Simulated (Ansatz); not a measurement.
An input for Ansatz 0.2.0 (Be5Pt (F-43m)):

```yaml
crystal:
  lattice:
    - [0.0, 2.98130207, 2.98130207]
    - [2.98130207, 0.0, 2.98130207]
    - [2.98130207, 2.98130207, 0.0]
  atoms:
    - { symbol: Be, position: [0.25, 0.25, 0.25] }
    - { symbol: Be, position: [0.62426262, 0.62426262, 0.12721213] }
    - { symbol: Be, position: [0.62426262, 0.12721213, 0.62426262] }
    - { symbol: Be, position: [0.12721213, 0.62426262, 0.62426262] }
    - { symbol: Be, position: [0.62426262, 0.62426262, 0.62426262] }
    - { symbol: Pt, position: [0.0, 0.0, 0.0] }
kpoints:
  mp_grid: { grid: [4, 4, 4] }
  band_path:
    path:
      - [0.0, 0.0, 0.0]
      - [-0.5, -0.5, 0.0]
      - [-0.375, -0.375, 0.25]
      - [-0.375, 0.0, 0.375]
      - [0.0, 0.0, 0.5]
      - [-0.5, -0.25, 0.25]
      - [-0.15, 0.0, 0.15]
    npoints: 1
hamiltonian:
  xc: hse06
  pseudopotentials: { kind: paw_fr, azcp: { folder: soft_1 } }
scf:
  occupations: { method: fermi_dirac, width: 0.02 }
  n_extra_bands: 12
magnetization:
  noncollinear: true
  spin_orbit: true
output:
  eigenvalues: true
```

```sh
ansatz run input.yaml --threads 4 --pin off --max-ram 138240MiB --backend cuda --events-out ev --progress --plain --runs-dir out --devices 1 --max-vram 26GiB
```

Q: How long will it take on 1 × NVIDIA H100 80GB HBM3 (shared by 3 runs) with 4 threads of AMD EPYC 7R13 (Zen 3), shared host, and how much memory?

It took 21 s; on shared hardware allow 10 s to 42 s. Peak host memory was 1.5 GiB. The sizes that set the cost: 1037 plane waves a state, 8 irreducible k points and 16 SCF cycles.

Exact exchange couples every pair of k points and filled bands, so it costs far more than a semilocal run.

[Paths, hosts, dates, memory and timing lines, banners, echoed tables and standing remarks are left out of the program output.]

[Logs are printed without paths, hosts, clocks, repeated set-up lines and the standing remarks that a program may print on its own settings, such as how far it seeks lower states.]

[Runs of the session that timed out or met a known fault of the program may be left out.]

[Cells called generated may have been cut or substituted from an entry of the Crystallography Open Database or the Materials Project.]

[Hosts, paths, dates, database ids (printed as entryN), source tags and the programs' standing remarks are cut or masked in the printed files.]
